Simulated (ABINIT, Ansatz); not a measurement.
# K2H6Pt (Fm-3m): one start, several treatments of the self-energy, part 2 of 2

Wanted: the gap of K2H6Pt (Fm-3m) under several approximations, with cost.

ABINIT 10.8.3; LDA and many-body steps on it, plane waves. Known limits of the many-body steps: not at the basis limit; no spin polarisation; d states lean on the start; no spin-orbit coupling; coarse k mesh.

So far. Step 4 (G0W0, Godby-Needs plasmon pole): The gap on the mesh goes from 3.72 eV to 6.07 eV, a correction of +2.35 eV. Step 5 (G0W0, Engel-Farid plasmon pole): Against G0W0 in ABINIT (2×2×2 mesh, 109 bands, screening to 114.3 eV, Godby-Needs plasmon pole), the gap moves by +0.100 eV.

## 6. G0W0, Hybertsen-Louie plasmon pole

Level of this step: G0W0 on LDA, plane waves, norm-conserving pseudopotentials (ABINIT).

Input file run.abi:

```
acell 3*1.0 Angstrom
rprim 
  0.000000000000 4.060020550000 4.060020550000
  4.060020550000 0.000000000000 4.060020550000
  4.060020550000 4.060020550000 0.000000000000
ntypat 3
znucl 19 1 78
natom 9
typat 1 1 2 2 2 2 2 2 3
xred 
  0.750000000000 0.750000000000 0.750000000000
  0.250000000000 0.250000000000 0.250000000000
  0.797862200000 0.797862200000 0.202137800000
  0.202137800000 0.797862200000 0.202137800000
  0.797862200000 0.202137800000 0.202137800000
  0.202137800000 0.202137800000 0.797862200000
  0.797862200000 0.202137800000 0.797862200000
  0.202137800000 0.797862200000 0.797862200000
  0.000000000000 0.000000000000 0.000000000000
pp_dirpath "pseudos"
pseudos "K.upf, H.upf, Pt.upf"
ecut 34
ngkpt 2 2 2
nshiftk 1
shiftk 0 0 0
kptopt 1
chksymbreak 0
istwfk *1
occopt 1
irdwfk 1
optdriver 4
nband 109
gwcalctyp 0
ecutsigx 34
symsigma 1
nkptgw 3
kptgw 
  0.5000000000 0.0000000000 0.0000000000
  0.5000000000 0.5000000000 0.0000000000
  0.0000000000 0.0000000000 0.0000000000
bdgw 
  20 23
  20 23
  19 24
ecuteps 4.2
irdscr 1
ppmodel 2
indata_prefix "in"
outdata_prefix "out"
tmpdata_prefix "tmp"
```

Started as:

```sh
$ OMP_NUM_THREADS=1 mpirun -n 4 abinit run.abi > log
```

Numbers of over 12 decimals in the logs are rounded to 6 here.

Output:

```text
.Version 10.8.3 of ABINIT. v10.8.2 released Aug 2026.

 Symmetries : space group Fm -3 m (#225); Bravais cF (face-center cubic)
[... echo of the input left out ...]
== DATASET  1 ==================================================================
-   mpi_nproc: 4, omp_nthreads: 1 (-1 if OMP is not activated)

--- !DatasetInfo
iteration_state: {dtset: 1, }
dimensions: {natom: 9, nkpt: 3, mband: 109, nsppol: 1, nspinor: 1, nspden: 1, mpw: 8609, }
cutoff_energies: {ecut:  34.0, pawecutdg:  -1.0, }
[...]
Minimum direct gap =   6.4572 [eV], located at k-point      :   0.5000  0.5000  0.0000
   Fundamental gap    =   6.2917 [eV], Top of valence bands at :   0.5000  0.0000  0.0000
                                       Bottom of conduction at :   0.5000  0.5000  0.0000

== END DATASET(S) ==============================================================
================================================================================

 -outvars: echo values of variables after computation  --------
           etotal      0.0000000000E+00
            nband         109
             nkpt           3
          spgroup         225
 [... the other variables as echoed above ...]

 Calculation completed.
```

Elapsed: 13 s, on 4 MPI ranks of Arm Neoverse V1, shared host; peak memory 1 GiB.

Numbers from this step:

| Item | Value |
| --- | --- |
| G0W0 gap on the points computed | 6.292 eV |
| starting gap on the mesh | 3.719 eV |
| k of the valence top | 0.5, 0, 0 |
| k of the conduction bottom | 0.5, 0.5, 0 |
| least direct G0W0 gap on the computed points | 6.457 eV |

Against G0W0 in ABINIT (2×2×2 mesh, 109 bands, screening to 114.3 eV, Godby-Needs plasmon pole), the gap moves by +0.226 eV.

## 7. One-shot Hartree-Fock

This step: one-shot Hartree-Fock on LDA, plane waves, norm-conserving pseudopotentials.

run.abi, as its differences from that of step 6:

```diff
@@ -31,4 +31,4 @@
 optdriver 4
-nband 109
-gwcalctyp 0
+nband 25
+gwcalctyp 5
 ecutsigx 34
@@ -44,5 +44,4 @@
   19 24
-ecuteps 4.2
-irdscr 1
-ppmodel 2
+ixc_sigma 40
+fftgw 31
 indata_prefix "in"
```

Output:

```text
.Version 10.8.3 of ABINIT. v10.8.2 released Aug 2026.

 Symmetries : space group Fm -3 m (#225); Bravais cF (face-center cubic)
[... echo of the input left out ...]
== DATASET  1 ==================================================================
-   mpi_nproc: 4, omp_nthreads: 1 (-1 if OMP is not activated)

--- !DatasetInfo
iteration_state: {dtset: 1, }
dimensions: {natom: 9, nkpt: 3, mband: 25, nsppol: 1, nspinor: 1, nspden: 1, mpw: 8609, }
cutoff_energies: {ecut:  34.0, pawecutdg:  -1.0, }
[...]
Minimum direct gap =  10.7373 [eV], located at k-point      :   0.5000  0.5000  0.0000
   Fundamental gap    =  10.5625 [eV], Top of valence bands at :   0.5000  0.0000  0.0000
                                       Bottom of conduction at :   0.5000  0.5000  0.0000

== END DATASET(S) ==============================================================
================================================================================

 -outvars: echo values of variables after computation  --------
           etotal      0.0000000000E+00
            nband          25
             nkpt           3
          spgroup         225
 [... the other variables as echoed above ...]

 Calculation completed.
```

The job ended after 5.3 s (4 MPI ranks; peak memory 0.34 GiB; 21 s of CPU time).

Numbers from this step:

- quasiparticle gap on the points computed: 10.56 eV
- starting gap on the mesh: 3.719 eV
- k of the valence top: 0.5, 0, 0
- k of the conduction bottom: 0.5, 0.5, 0
- least direct quasiparticle gap on the computed points: 10.74 eV

Against G0W0 in ABINIT (2×2×2 mesh, 109 bands, screening to 114.3 eV, Godby-Needs plasmon pole), the gap moves by +4.497 eV.

## 8. Screening, 2×2×2 mesh, 109 bands, screening to 114.3 eV

This step: RPA screening on LDA, plane waves, norm-conserving pseudopotentials.

run.abi, as its differences from that of step 7:

```diff
@@ -30,18 +30,14 @@
 irdwfk 1
-optdriver 4
-nband 25
-gwcalctyp 5
-ecutsigx 34
-symsigma 1
-nkptgw 3
-kptgw 
-  0.5000000000 0.0000000000 0.0000000000
-  0.5000000000 0.5000000000 0.0000000000
-  0.0000000000 0.0000000000 0.0000000000
-bdgw 
-  20 23
-  20 23
-  19 24
-ixc_sigma 40
-fftgw 31
+optdriver 3
+nband 109
+ecuteps 4.2
+inclvkb 2
+awtr 1
+symchi 1
+gwcalctyp 2
+nfreqre 16
+freqremax 40 eV
+nfreqim 8
+spmeth 1
+nomegasf 120
 indata_prefix "in"
```

Output:

```text
.Version 10.8.3 of ABINIT. v10.8.2 released Aug 2026.

 Symmetries : space group Fm -3 m (#225); Bravais cF (face-center cubic)
[... echo of the input left out ...]
== DATASET  1 ==================================================================
-   mpi_nproc: 4, omp_nthreads: 1 (-1 if OMP is not activated)

--- !DatasetInfo
iteration_state: {dtset: 1, }
dimensions: {natom: 9, nkpt: 3, mband: 109, nsppol: 1, nspinor: 1, nspden: 1, mpw: 8609, }
cutoff_energies: {ecut:  34.0, pawecutdg:  -1.0, }
electrons: {nelect:   4.20000000E+01, charge:   0.00000000E+00, occopt:   1.00000000E+00, tsmear:   1.00000000E-02, }

 SCREENING: Calculation of the susceptibility and dielectric matrices

 Based on a program developped by R.W. Godby, V. Olevano, G. Onida, and L. Reining.
 Incorporated in ABINIT by V. Olevano, G.-M. Rignanese, and M. Torrent.
.Using double precision arithmetic ; gwpc =  8

[... cell and pseudopotentials left out ...]
--------------------------------------------------------------------------------

 ==== K-mesh for the wavefunctions ====
 Number of points in the irreducible wedge :     3
[... list of points left out ...]
 Together with 48 symmetry operations and time-reversal symmetry
 yields     8 points in the full Brillouin Zone.

 ==== Q-mesh for the screening function ====
 Number of points in the irreducible wedge :     3
[... list of points left out ...]
 Together with 48 symmetry operations and time-reversal symmetry
 yields     8 points in the full Brillouin Zone.

 setmesh: FFT mesh size selected  =    40x   40x   40
          total number of points  =        64000

 vcoul_init : cutoff-mode = AUXILIARY_FUNCTION
 q-points for optical limit:   1
     1)      0.000010    0.000020    0.000030

- screening: taking advantage of time-reversal symmetry
- Maximum band index for partially occupied states nbvw = 21
- Remaining bands to be divided among processors   nbcw = 88
- Number of bands treated by each node ~22

 Number of electrons calculated from density =   42.0000; Expected =   42.0000
 average of density, n =  0.046498
 r_s =    1.7251
 omega_plasma =   20.8005 [eV]

 calculating chi0 at frequencies [eV] :
  1    0.000000E+00    0.000000E+00
  2    2.666667E+00    0.000000E+00
  3    5.333333E+00    0.000000E+00
[...]
23    0.000000E+00    5.297535E+01
 24    0.000000E+00    7.458987E+01

--------------------------------------------------------------------------------
  q-point number  1        q = ( 0.000000, 0.000000, 0.000000) [r.l.u.]
--------------------------------------------------------------------------------
[... chi0 elements left out ...]
  [... further frequencies ...]

 No. of calculated frequencies >  15, stop printing
 For q-point:  0.000010 0.000020 0.000030
  dielectric constant =   3.0311
  dielectric constant without local fields =   3.9171

  Average fulfillment of the sum rule on Im[epsilon] for q-point    1 :     56.49  [%]
[... wings left out ...]
  q-point number  2        q = ( 0.500000, 0.000000, 0.000000) [r.l.u.]
--------------------------------------------------------------------------------
[... chi0 elements left out ...]
  [... further frequencies ...]

 No. of calculated frequencies >  15, stop printing
  Average fulfillment of the sum rule on Im[epsilon] for q-point    2 :     63.42  [%]

 [... 1 further q-points ...]
```

Run time: 25 s. Hardware: 4 MPI ranks; peak memory 2.3 GiB.

This step gave:

```yaml
eps_infinity_with_local_fields_on_this_mesh_along_the_program_s_q_direction: 3.031
the_same_without_local_fields: 3.917
plasma_frequency: 20.80 eV
plane_waves_in_the_screening_matrix: 339
```

## 9. G0W0, contour deformation

This step: G0W0 on LDA, plane waves, norm-conserving pseudopotentials.

run.abi, as its differences from that of step 8:

```diff
@@ -30,14 +30,18 @@
 irdwfk 1
-optdriver 3
+optdriver 4
 nband 109
+gwcalctyp 2
+ecutsigx 34
+symsigma 1
+nkptgw 3
+kptgw 
+  0.5000000000 0.0000000000 0.0000000000
+  0.5000000000 0.5000000000 0.0000000000
+  0.0000000000 0.0000000000 0.0000000000
+bdgw 
+  20 23
+  20 23
+  19 24
 ecuteps 4.2
-inclvkb 2
-awtr 1
-symchi 1
-gwcalctyp 2
-nfreqre 16
-freqremax 40 eV
-nfreqim 8
-spmeth 1
-nomegasf 120
+irdscr 1
 indata_prefix "in"
```

Output:

```text
.Version 10.8.3 of ABINIT. v10.8.2 released Aug 2026.

 Symmetries : space group Fm -3 m (#225); Bravais cF (face-center cubic)
[... echo of the input left out ...]
== DATASET  1 ==================================================================
-   mpi_nproc: 4, omp_nthreads: 1 (-1 if OMP is not activated)

--- !DatasetInfo
iteration_state: {dtset: 1, }
dimensions: {natom: 9, nkpt: 3, mband: 109, nsppol: 1, nspinor: 1, nspden: 1, mpw: 8609, }
cutoff_energies: {ecut:  34.0, pawecutdg:  -1.0, }
[...]
Minimum direct gap =   6.1425 [eV], located at k-point      :   0.5000  0.5000  0.0000
   Fundamental gap    =   5.9770 [eV], Top of valence bands at :   0.5000  0.0000  0.0000
                                       Bottom of conduction at :   0.5000  0.5000  0.0000

== END DATASET(S) ==============================================================
================================================================================

 -outvars: echo values of variables after computation  --------
           etotal      0.0000000000E+00
            nband         109
             nkpt           3
          spgroup         225
 [... the other variables as echoed above ...]

 Calculation completed.
```

Elapsed: 9.9 s, on 4 MPI ranks; peak memory 1.3 GiB.

Numbers from this step:

* G0W0 gap on the points computed: 5.977 eV
* starting gap on the mesh: 3.719 eV
* k of the valence top: 0.5, 0, 0
* k of the conduction bottom: 0.5, 0.5, 0
* least direct G0W0 gap on the computed points: 6.143 eV

Against G0W0 in ABINIT (2×2×2 mesh, 109 bands, screening to 114.3 eV, Godby-Needs plasmon pole), the gap moves by −0.089 eV.

## 10. Side by side

Times are wall times on 4 MPI ranks of Arm Neoverse V1, shared host, good to a factor of about two. A run's time includes the screening step that it read.

```csv
run,mesh,bands,screening cutoff (eV),DFT gap (eV),gap on the mesh (eV),direct (eV),ε∞ used,time
"G0W0, Godby-Needs plasmon pole",2×2×2,109,114.3,3.719,6.066,6.234,3.00,34 s
"G0W0, Engel-Farid plasmon pole",2×2×2,109,114.3,3.719,6.166,6.334,3.00,28 s
"G0W0, Hybertsen-Louie plasmon pole",2×2×2,109,114.3,3.719,6.292,6.457,3.00,32 s
one-shot Hartree-Fock,2×2×2,-,-,3.719,10.563,10.738,-,5.3 s
"G0W0, contour deformation",2×2×2,109,114.3,3.719,5.977,6.143,3.03,35 s
```

## 11. Outcome

- G0W0, Godby-Needs plasmon pole: 6.066 eV
- G0W0, Engel-Farid plasmon pole: 6.166 eV
- G0W0, Hybertsen-Louie plasmon pole: 6.292 eV
- one-shot Hartree-Fock: 10.563 eV
- G0W0, contour deformation: 5.977 eV
- known limits: not at the basis limit; no spin polarisation; d states lean on the start; no spin-orbit coupling; coarse k mesh

What this shows: G0W0, Engel-Farid plasmon pole: +0.100 eV against G0W0, Godby-Needs plasmon pole. G0W0, Hybertsen-Louie plasmon pole: +0.226 eV against G0W0, Godby-Needs plasmon pole. One-shot Hartree-Fock: +4.497 eV against G0W0, Godby-Needs plasmon pole. G0W0, contour deformation: −0.089 eV against G0W0, Godby-Needs plasmon pole. Bare exchange alone opens the gap to 10.56 eV; against G0W0, correlation takes back 4.50 eV. Bands and cutoff are finite, so the gap is not at the basis limit. The miss can reach some tenths of an eV and take either sign; the mesh is an error of its own. The 2×2×2 mesh is coarse for this cell, which bears on the long-range parts of exchange and screening. The runs have no spin polarisation. For a closed low-spin shell that is the natural state; where a d or f shell is open it is a constraint, and the gap is then not the crystal's own. With d states at the gap, one-shot GW leans hard on its start. The many-body steps are scalar-relativistic: spin-orbit coupling is not in them.

[Paths, hosts, dates, memory and timing lines, banners, echoed tables and standing remarks are left out of the program output.]

[Logs are printed without paths, hosts, clocks, repeated set-up lines and the standing remarks that a program may print on its own settings, such as how far it seeks lower states.]

[Runs of the session that timed out or met a known fault of the program may be left out.]

[Hosts, paths, dates, database ids (printed as entryN), source tags and the programs' standing remarks are cut or masked in the printed files.]

[G0W0 gaps are taken among the corrected bands and points alone; a level outside them can change the order at an edge.]

[Where Ansatz stands beside ABINIT at settings called matched, ABINIT's density can come from a denser mesh and the files from another edition; pairs whose starting gaps differed by over 0.03 eV were left out, so agreement reads better than it is.]
